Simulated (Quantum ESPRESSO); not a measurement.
# SiC (Moissanite 3C): phonons by linear response, part 2 of 3

Wanted: phonon bands, density of states and zone-centre response of SiC (Moissanite 3C).

Quantum ESPRESSO 7.5; DFT LDA, scalar-relativistic, plane waves, PseudoDojo norm-conserving pseudopotentials.

So far. Step 2 (A probe with smearing): A gap of 1.3 eV opens on this mesh, so the crystal is taken as an insulator; the start stands at -5.0 GPa. Step 4 (Self-consistent run for the response): The cell stands at -0.070 GPa, close enough for phonons. The relaxed cell has a = 4.326 Å (conventional setting).

## 5. Linear response on the mesh

Linear response treats each wavevector in the unit cell, with no supercell; the 4×4×4 mesh fixes the range of the force constants to be had.

ph.in

```
phonons
 &inputph
    prefix='x',
    outdir='./tmp',
    fildyn='x.dyn',
    tr2_ph=1.0d-18,
    epsil=.true.,
    ldisp=.true.,
    nq1=4,
    nq2=4,
    nq3=4,
 /
```

Launch:

```
> OMP_NUM_THREADS=1 mpirun -n 4 ph.x -nk 4 -in ph.in > ph.out
```

Numbers of over 12 decimals in the logs are rounded to 6 here.

The log of the run:

```text
[banners, grids, parts of the stress and lines that vanish by symmetry left out]
[banner, memory and clock lines left out]
Program PHONON v.7.5

[...]
Exchange-correlation= PW
                           (   1   4   0   0   0   0   0)
[...]
(   8 q-points):
[...]
kinetic-energy cut-off    =      82.0000  Ry
     charge density cut-off    =     328.0000  Ry
     convergence threshold     =      1.0E-18
[...]
Exchange-correlation= PW
                           (   1   4   0   0   0   0   0)
[...]
q = (   0.0000000   0.0000000   0.0000000 )
     25 Sym.Ops. (with q -> -q+G )
     G cutoff =  555.1392  (  13731 G-vectors)     FFT grid: ( 36, 36, 36)
     number of k points=    72
[...]
Mode symmetry, T_d (-43m)  point group:
[...]
Dielectric constant
[...]
End of electric fields calculation
          Dielectric constant in cartesian axis
          (       6.878981961       0.000000000      -0.000000000 )
          (      -0.000000000       6.878981961      -0.000000000 )
          (      -0.000000000      -0.000000000       6.878981961 )
          Effective charges (d Force / dE) in cartesian axis without acoustic sum rule applied (asr)
           atom    1  Si    Mean Z*:        2.72193
      Ex  (        2.72193        0.00000        0.00000 )
      Ey  (       -0.00000        2.72193        0.00000 )
      Ez  (        0.00000        0.00000        2.72193 )
           atom    2  C     Mean Z*:       -2.72339
      Ex  (       -2.72339        0.00000       -0.00000 )
      Ey  (        0.00000       -2.72339       -0.00000 )
      Ez  (       -0.00000       -0.00000       -2.72339 )
          Effective charges Sum: Mean:       -0.00146
[...]
Effective charges (d Force / dE) in cartesian axis with asr applied:
           atom    1  Si    Mean Z*:        2.72266
[...]
atom    2  C     Mean Z*:       -2.72266
[...]
Representation #   1 modes #   1   2   3
[...]
End of self-consistent calculation
     Convergence has been achieved
     Representation #   2 modes #   4   5   6
[...]
End of self-consistent calculation
     Convergence has been achieved
[...]
Dielectric constant in cartesian axis
          (       6.878981961       0.000000000      -0.000000000 )
          (      -0.000000000       6.878981961      -0.000000000 )
          (      -0.000000000      -0.000000000       6.878981961 )
          Effective charges (d Force / dE) in cartesian axis without acoustic sum rule applied (asr)
           atom    1  Si    Mean Z*:        2.72193
      Ex  (        2.72193        0.00000        0.00000 )
      Ey  (       -0.00000        2.72193        0.00000 )
      Ez  (        0.00000        0.00000        2.72193 )
           atom    2  C     Mean Z*:       -2.72339
      Ex  (       -2.72339        0.00000       -0.00000 )
      Ey  (        0.00000       -2.72339       -0.00000 )
      Ez  (       -0.00000       -0.00000       -2.72339 )
          Effective charges Sum: Mean:       -0.00146
[...]
Effective charges (d Force / dE) in cartesian axis with asr applied:
           atom    1  Si    Mean Z*:        2.72266
[...]
atom    2  C     Mean Z*:       -2.72266
[...]
Effective charges (d P / du) in cartesian axis
[...]
q = (    0.000000000   0.000000000   0.000000000 )
[...]
freq (    1) =       0.019958 [THz] =       0.665739 [cm-1]
     freq (    2) =       0.019958 [THz] =       0.665739 [cm-1]
     freq (    3) =       0.019958 [THz] =       0.665739 [cm-1]
     freq (    4) =      23.926772 [THz] =     798.111220 [cm-1]
     freq (    5) =      23.926772 [THz] =     798.111220 [cm-1]
     freq (    6) =      23.926772 [THz] =     798.111220 [cm-1]
[...]
Mode symmetry, T_d (-43m)  point group:
     freq (   1-   3) =          0.7  [cm-1]   --> T_2  G_15 P_4   I+R
     freq (   4-   6) =        798.1  [cm-1]   --> T_2  G_15 P_4   I+R
[...]
Mode symmetry, C_3v (3m)   point group:
[...]
Representation #   1 mode #   1
[...]
End of self-consistent calculation
     Convergence has been achieved
     Representation #   2 mode #   2
[...]
End of self-consistent calculation
     Convergence has been achieved
     Representation #   3 modes #   3   4
[...]
Convergence has been achieved
     Representation #   4 modes #   5   6
[...]
Convergence has been achieved
[...]
q = (   -0.250000000   0.250000000  -0.250000000 )
[...]
freq (    1) =       5.902458 [THz] =     196.884808 [cm-1]
     freq (    2) =       5.902458 [THz] =     196.884808 [cm-1]
     freq (    3) =      12.187826 [THz] =     406.542121 [cm-1]
     freq (    4) =      23.521310 [THz] =     784.586457 [cm-1]
     freq (    5) =      23.521310 [THz] =     784.586457 [cm-1]
     freq (    6) =      27.771795 [THz] =     926.367377 [cm-1]
[...]
Mode symmetry, C_3v (3m)   point group:
     freq (   1-   2) =        196.9  [cm-1]   --> E    L_3
     freq (   3-   3) =        406.5  [cm-1]   --> A_1  L_1
     freq (   4-   5) =        784.6  [cm-1]   --> E    L_3
     freq (   6-   6) =        926.4  [cm-1]   --> A_1  L_1
[...]
Mode symmetry, C_3v (3m)   point group:
[...]
Representation #   1 mode #   1
[...]
Convergence has been achieved
     Representation #   2 mode #   2
[...]
Convergence has been achieved
     Representation #   3 modes #   3   4
[...]
Convergence has been achieved
     Representation #   4 modes #   5   6
[...]
Convergence has been achieved
[...]
q = (    0.500000000  -0.500000000   0.500000000 )
[...]
freq (    1) =       7.810875 [THz] =     260.542759 [cm-1]
     freq (    2) =       7.810875 [THz] =     260.542759 [cm-1]
[...]
Mode symmetry, C_3v (3m)   point group:
     freq (   1-   2) =        260.5  [cm-1]   --> E    L_3
     freq (   3-   3) =        615.6  [cm-1]   --> A_1  L_1
     freq (   4-   5) =        772.9  [cm-1]   --> E    L_3
     freq (   6-   6) =        841.7  [cm-1]   --> A_1  L_1
[...]
Mode symmetry, C_2v (mm2)  point group:
[...]
Convergence has been achieved
[...]
Convergence has been achieved
[...]
Convergence has been achieved
[...]
Convergence has been achieved
[...]
q = (    0.000000000   0.500000000   0.000000000 )
[...]
Mode symmetry, C_2v (mm2)  point group:
     freq (   1-   1) =        276.5  [cm-1]   --> B_1  D_3  S_3
     freq (   2-   2) =        276.5  [cm-1]   --> B_2  D_4  S_4
     freq (   3-   3) =        402.0  [cm-1]   --> A_1  D_1  S_1
     freq (   4-   4) =        783.4  [cm-1]   --> B_1  D_3  S_3
     freq (   5-   5) =        783.4  [cm-1]   --> B_2  D_4  S_4
     freq (   6-   6) =        929.5  [cm-1]   --> A_1  D_1  S_1
[...]
Mode symmetry, C_s (m)     point group:
[...]
q = (    0.750000000  -0.250000000   0.750000000 )
[...]
Mode symmetry, C_s (m)     point group:
     freq (   1-   1) =        328.7  [cm-1]   --> A''
     freq (   2-   2) =        405.7  [cm-1]   --> A'
     freq (   3-   3) =        544.3  [cm-1]   --> A'
     freq (   4-   4) =        769.5  [cm-1]   --> A''
     freq (   5-   5) =        777.3  [cm-1]   --> A'
     freq (   6-   6) =        864.2  [cm-1]   --> A'
[...]
Mode symmetry, C_s (m)     point group:
[...]
q = (    0.500000000   0.000000000   0.500000000 )
[...]
Mode symmetry, C_s (m)     point group:
     freq (   1-   1) =        288.8  [cm-1]   --> A''
     freq (   2-   2) =        399.5  [cm-1]   --> A'
     freq (   3-   3) =        489.2  [cm-1]   --> A'
     freq (   4-   4) =        765.8  [cm-1]   --> A''
     freq (   5-   5) =        788.7  [cm-1]   --> A'
     freq (   6-   6) =        882.0  [cm-1]   --> A'
[...]
Mode symmetry, D_2d (-42m) point group:
[...]
Representation #   3 modes #   3   4
[...]
Convergence has been achieved
     Representation #   4 modes #   5   6
[...]
Convergence has been achieved
[...]
q = (    0.000000000  -1.000000000   0.000000000 )
[...]
freq (    5) =      23.048741 [THz] =     768.823242 [cm-1]
     freq (    6) =      24.900631 [THz] =     830.595660 [cm-1]
[...]
Mode symmetry, D_2d (-42m) point group:
     freq (   1-   2) =        366.3  [cm-1]   --> E    X_5  W_3
     freq (   3-   3) =        634.7  [cm-1]   --> B_2  X_3  W_2
     freq (   4-   5) =        768.8  [cm-1]   --> E    X_5  W_3
     freq (   6-   6) =        830.6  [cm-1]   --> A_1  X_1  W_1
[...]
Mode symmetry, S_4 (-4)    point group:
[...]
Convergence has been achieved
[...]
Convergence has been achieved
[...]
Convergence has been achieved
[...]
Convergence has been achieved
     Representation #   5 mode #   5
[...]
End of self-consistent calculation
     Convergence has been achieved
     Representation #   6 mode #   6
[...]
End of self-consistent calculation
     Convergence has been achieved
[...]
q = (   -0.500000000  -1.000000000   0.000000000 )
[...]
freq (    1) =      12.076331 [THz] =     402.823055 [cm-1]
     freq (    2) =      13.913760 [THz] =     464.113072 [cm-1]
     freq (    3) =      16.123916 [THz] =     537.835932 [cm-1]
     freq (    4) =      22.310277 [THz] =     744.190731 [cm-1]
     freq (    5) =      23.393256 [THz] =     780.315028 [cm-1]
     freq (    6) =      25.815089 [THz] =     861.098684 [cm-1]
[...]
Mode symmetry, S_4 (-4)    point group:
     freq (   1-   1) =        402.8  [cm-1]   --> B    W_3
     freq (   2-   2) =        464.1  [cm-1]   --> E*   W_2
     freq (   3-   3) =        537.8  [cm-1]   --> E    W_4
     freq (   4-   4) =        744.2  [cm-1]   --> A    W_1
     freq (   5-   5) =        780.3  [cm-1]   --> E*   W_2
     freq (   6-   6) =        861.1  [cm-1]   --> B    W_3
```

Elapsed: 30 min, on 4 MPI ranks of AMD EPYC 7R43, shared host; 2 h of CPU time.

This step gave:

```yaml
miss_of_the_charge_sum_rule: 0.001460 e
largest_acoustic_frequency_at_the_zone_centre_before_the_sum_rule: 0.67 cm⁻¹
highest_optical_zone_centre_mode_no_lo_to_term: 798.1 cm⁻¹
lowest_optical_zone_centre_mode: 798.1 cm⁻¹
mean_high_frequency_dielectric_constant: 6.879
largest_born_charge_in_size_third_of_the_trace: 2.723 e
lowest_mode_on_the_q_mesh_acoustic_ones_at_the_zone_centre_apart: 196.9 cm⁻¹
```

Frequencies (cm⁻¹) at each irreducible wavevector; negative means imaginary. Frequencies by wavevector:

```csv
q (fractions),star,mode 1,mode 2,mode 3,mode 4,mode 5,mode 6
0 0 0,1,0.67,0.67,0.67,798.1,798.1,798.1
0 0 0.25,8,196.9,196.9,406.5,784.6,784.6,926.4
0 0 -0.5,4,260.5,260.5,615.6,772.9,772.9,841.7
0 0.25 0.25,6,276.5,276.5,402,783.4,783.4,929.5
0 0.25 -0.5,24,328.7,405.7,544.3,769.5,777.4,864.2
0 0.25 -0.25,12,288.8,399.5,489.2,765.8,788.7,882
0 -0.5 -0.5,3,366.3,366.3,634.6,768.8,768.8,830.6
0.25 -0.5 -0.25,6,402.8,464.1,537.8,744.2,780.3,861.1
```

Born charge (rows field, columns displacement), before the sum rule (e), principal values of the symmetric part by kind of site:

| atom | atoms with these values | low | middle | high | mean |
| --- | --- | --- | --- | --- | --- |
| Si1 | 1 | 2.72 | 2.72 | 2.72 | 2.72 |
| C2 | 1 | -2.72 | -2.72 | -2.72 | -2.72 |

In full for C2:

```
-2.72  0.00  0.00
 0.00 -2.72  0.00
 0.00  0.00 -2.72
```

High-frequency dielectric tensor:

```
6.88 0.00 0.00
0.00 6.88 0.00
0.00 0.00 6.88
```

The acoustic modes at Γ come out as far as 0.7 cm⁻¹ from zero, where they should vanish, a small numerical error; the Born charges miss their sum rule by 0.0015 e, which is good.

## 6. Fourier transform to real space

The dynamical matrices of the mesh are Fourier-transformed to force constants in real space, after the long-range dipole part is taken out.

q2r.in

```
 &input
    fildyn='x.dyn',
    zasr='simple',
    flfrc='x.fc',
 /
```

Launch:

```
> q2r.x < q2r.in > q2r.out
```

The log of the run:

```text
[banners, grids, parts of the stress and lines that vanish by symmetry left out]
[banner, memory and clock lines left out]
Program Q2R v.7.5

  reading grid info from file x.dyn0

  reading force constants from file x.dyn1
 macroscopic fields = T
   6.87898  -0.00000  -0.00000
   0.00000   6.87898  -0.00000
[...]
na=            1
[...]
na=            2
[...]
0.00000  -2.72339  -0.00000
  -0.00000  -0.00000  -2.72339
  alpha Ewald:    1.692497
  nqs=            1
 q=   0.00000000  0.00000000  0.00000000
  reading force constants from file x.dyn2
  alpha Ewald:    1.692497
  nqs=            8
 q=  -0.25000000  0.25000000 -0.25000000
[...]
reading force constants from file x.dyn7
  alpha Ewald:    1.692497
  nqs=            3
[...]
reading force constants from file x.dyn8
  alpha Ewald:    1.692497
  nqs=            6
[...]
q=   0.00000000 -0.50000000 -1.00000000
 q=   0.00000000  0.50000000 -1.00000000

      q-space grid ok, #points =   64

      fft-check success (sum of imaginary terms < 10^-12)
```

The job ended after 0.77 s (1 thread).

## 7. Interpolated phonon bands

From the force constants any wavevector is cheap; points of the mesh come back as solved, but for the sum rule and, in polar crystals, the LO-TO term at Γ; the rest is interpolation.

matdyn.in

```
 &input
    asr='simple',
    flfrc='x.fc',
    flfrq='x.freq',
    flvec='x.modes',
    q_in_band_form=.true.,
    q_in_cryst_coord=.true.,
 /
8
  0.0000000   0.0000000   0.0000000  12  ! GAMMA
 -0.0000000   0.5000000   0.5000000  12  ! X
 -0.0000000   0.6250000   0.3750000   1  ! U
 -0.3750000   0.3750000  -0.0000000  12  ! K
  0.0000000   0.0000000   0.0000000  12  ! GAMMA
 -0.0000000   0.5000000  -0.0000000  12  ! L
 -0.2500000   0.5000000   0.2500000  12  ! W
 -0.0000000   0.5000000   0.5000000   1  ! X
```

Launch:

```
> matdyn.x -in matdyn.in > matdyn.out
```

The log of the run:

```text
[banner, memory and clock lines left out]
Program MATDYN v.7.5

 mass for atomic type   1 not given; uses mass from file x.fc
 mass for atomic type   2 not given; uses mass from file x.fc
```

Wall time 0.75 s (1 thread).

This step gave:

```
lowest frequency on the path : 0 cm⁻¹
```

Matdyn.x, sum rule simple. The phonon branches at the labelled points (cm⁻¹):

```csv
point,branch 1,branch 2,branch 3,branch 4,branch 5,branch 6
Γ,0,0,0,798,798,974
halfway,276,276,402,783,783,930
X,366,366,635,769,769,831
halfway,364,396,615,764,767,842
U,353,447,569,760,764,862
jump to K,353,447,569,760,764,862
halfway,230,323,420,776,796,906
Γ,0,0,0,798,798,974
halfway,197,197,406,785,785,926
L,260,260,616,773,773,842
halfway,328,391,562,767,772,862
W,403,464,538,744,780,861
halfway,384,405,598,754,774,848
X,366,366,635,769,769,831
```

The phonon branches as a text plot (rows in cm⁻¹):

```
    954 |******                   **********
    913 |      ***              **          ***
    872 |         **     *******               **    ********
    832 |           *****                        ****        ****
    791 |**********          **********************************
    751 |          *************                     ************
    710 |
    670 |
    629 |           ****                         **            **
    588 |          *    **                      *  ***       **
    548 |         *       **                   *      *******
    507 |        *          ***               *
    467 |       *         ***  *             *          ****
    426 |               **   *  *           *          *    **
    386 |      *     ***      *  *                    * *********
    345 |     *  ****  ******  *           *         ***
    304 |       *            ** * *       *         **
    264 |    * *               * * *           ******
    223 |   * *                 * *      *   **
    183 |    *                   * **      **
    142 |  **                     *     * *
    101 |  *                       ****  *
     61 | *                         *** *
     20 |*                           ***
         Γ           X  U|K            Γ         L        W     X
```

All branches are real along the path.

## 8. Sums over the zone

Sums over the zone need many more wavevectors than were solved, so the interpolation is sampled on a dense mesh.

matdyn.in

```
 &input
    asr='simple',
    flfrc='x.fc',
    dos=.true.,
    fldos='x.dos',
    nk1=18,
    nk2=18,
    nk3=18,
    deltaE=1.0,
 /
```

Launch:

```
> matdyn.x -in matdyn.in > matdyn.out
```

The log of the run:

```text
[banner, memory and clock lines left out]
Program MATDYN v.7.5

 mass for atomic type   1 not given; uses mass from file x.fc
 mass for atomic type   2 not given; uses mass from file x.fc
```

Run time: 16 s. Hardware: 1 thread.

Numbers from this step:

* share of modes beyond 3i cm⁻¹ on the dense interpolated mesh: 0
* zero-point energy per atom: 111.3 meV
* heat capacity at 300 K: 13.41 J/(mol atoms K)
* vibrational entropy at 300 K: 8.402 J/(mol atoms K)

The phonon density of states has structure finer than the step of the table below, so its rows give means over 25 cm⁻¹, whole bins alone (the curve runs from 0 to 972 cm⁻¹). Peaks (cm⁻¹: height): total 366.0: 0.0146, 774.0: 0.105, 864.0: 0.0385; C 774.0: 0.0867, 864.0: 0.0351; Si 366.0: 0.0122, 540.0: 0.0122, 774.0: 0.0187, 864.0: 0.00335.

Tetrahedra. The phonon density of states by wavenumber; means over each step; values in 1/cm⁻¹/cell:

```
wavenumber (cm⁻¹)    total        C       Si
               25   1.1e-5   1.8e-6   8.4e-6
               50   6.7e-5   2.0e-5   4.8e-5
               75   2.0e-4   5.8e-5   1.4e-4
              100   4.2e-4   1.2e-4   2.9e-4
              125   6.6e-4   1.9e-4   4.7e-4
              150  0.00104   2.9e-4   7.5e-4
              175  0.00151   4.2e-4  0.00109
              200  0.00219   5.9e-4  0.00160
              225  0.00322   8.4e-4  0.00238
              250  0.00522  0.00131  0.00391
              275  0.00831  0.00199  0.00632
              300  0.00937  0.00210  0.00728
              325   0.0106  0.00217  0.00840
              350   0.0126  0.00230   0.0103
              375   0.0117  0.00190  0.00979
              400  0.00773  0.00119  0.00654
              425  0.00716  0.00103  0.00613
              450  0.00617   8.6e-4  0.00531
              475  0.00250   4.9e-4  0.00201
              500  0.00354   5.9e-4  0.00295
              525  0.00667   7.1e-4  0.00596
              550   0.0111   6.7e-4   0.0104
              575  0.00522   2.7e-4  0.00496
              600  0.00236   8.3e-5  0.00228
              625   4.3e-4   1.0e-5   4.2e-4
              650        0        0        0
              675        0        0        0
              700        0        0        0
              725        0        0        0
              750  0.00726  0.00660   6.5e-4
              775   0.0613   0.0499   0.0114
              800   0.0114  0.00860  0.00280
              825   1.4e-4   1.3e-4   5.4e-6
              850  0.00991  0.00919   7.2e-4
              875   0.0185   0.0164  0.00203
              900  0.00556  0.00447  0.00109
              925  0.00346  0.00262   8.5e-4
              950  0.00205  0.00148   5.6e-4
```

Harmonic thermodynamic functions per atom, summed over the density of states scaled to three modes an atom; melting is ignored. Thermodynamic functions:

```csv
T (K),F_vib (meV/atom),S (J/mol-atom/K),C_V (J/mol-atom/K)
0,111.3,0,0
50,111.3,0.066,0.242
100,111.2,0.723,2.183
200,108.9,4.046,8.168
300,102.5,8.402,13.41
400,91.45,12.79,16.98
500,76.07,16.84,19.26
600,56.69,20.49,20.74
700,33.72,23.77,21.73
800,7.54,26.72,22.42
900,-21.56,29.39,22.91
1000,-53.3,31.82,23.27
```

At 300 K the heat capacity has reached 54 % of the Dulong-Petit value.

## 9. Zone-centre analysis

A rigid shift of the crystal must cost nothing, but grids and finite bases break this; the acoustic sum rule is imposed before the matrix is diagonalised again. With Born charges the intensities follow, and the static dielectric tensor.

dynmat.in

```
 &input
    fildyn='x.dyn1',
    asr='simple',
    fileig='dynmat.eig',
    lperm=.true.,
 /
```

Launch:

```
> dynmat.x -in dynmat.in > dynmat.out
```

The log of the run:

```text
[banner, memory and clock lines left out]
Program DYNMAT v.7.5

     Reading Dynamical Matrix from file x.dyn1
     ...Force constants read
     ...epsilon and Z* read
     A direction for q was not specified:TO-LO splitting will be absent

     Polarizability (A^3 units)
     multiply by 0.337877 for Clausius-Mossotti correction
         9.466018   -0.000000   -0.000000
         0.000000    9.466018   -0.000000
        -0.000000   -0.000000    9.466018

     IR activities are in (D/A)^2/amu units

# mode   [cm-1]    [THz]      IR
    1      0.00    0.0000    0.0000
    2      0.00    0.0000    0.0000
    3      0.00    0.0000    0.0000
    4    798.11   23.9267   20.3284
    5    798.11   23.9267   20.3284
    6    798.11   23.9267   20.3284

Electronic dielectric permittivity tensor (relative, adimensional)
         6.878982   -0.000000   -0.000000
         0.000000    6.878982   -0.000000
        -0.000000   -0.000000    6.878982

 ... with zone-center polar mode contributions
        10.242986    0.000000    0.000000
         0.000000   10.242986    0.000000
         0.000000    0.000000   10.242986
```

The job ended after 0.73 s (1 thread).

Numbers from this step:

```yaml
mean_static_dielectric_constant: 10.24
```

Unit eigenvectors of the mass-weighted matrix after the sum rule; no LO-TO term. Modes at Γ, with each element's share of the kinetic energy:

| mode | frequency (cm⁻¹) | symmetry | Si % | C % |
| --- | --- | --- | --- | --- |
| 1 | 0.0 | acoustic | 70 | 30 |
| 2 | 0.0 | acoustic | 70 | 30 |
| 3 | 0.0 | acoustic | 70 | 30 |
| 4 | 798.1 | T2 | 30 | 70 |
| 5 | 798.1 | T2 | 30 | 70 |
| 6 | 798.1 | T2 | 30 | 70 |

Displacements in mode 5 (798.1 cm⁻¹), the largest set to 1:
```
Si1  0.00  0.00 -0.43
C2   0.00  0.00  1.00
```

Degenerate modes summed, no LO-TO term. Lines of the infrared spectrum (strongest = 100):

| position (cm⁻¹) | lines merged | label | IR intensity, relative |
| --- | --- | --- | --- |
| 798 | 3 | T2 | 100 |

Static dielectric tensor (ions relaxed, fixed cell):

```
10.24  0.00  0.00
 0.00 10.24  0.00
 0.00  0.00 10.24
```

The rule moves no optical mode by more than 0.1 cm⁻¹.

(Part 2 of 3 ends here.)

[Host names and launcher messages were left out of these logs when they were recorded.]

[Logs are printed without paths, hosts, clocks, repeated set-up lines and the standing remarks that a program may print on its own settings, such as how far it seeks lower states.]

[Hosts, paths, dates, database ids (printed as entryN), source tags and the programs' standing remarks are cut or masked in the printed files.]
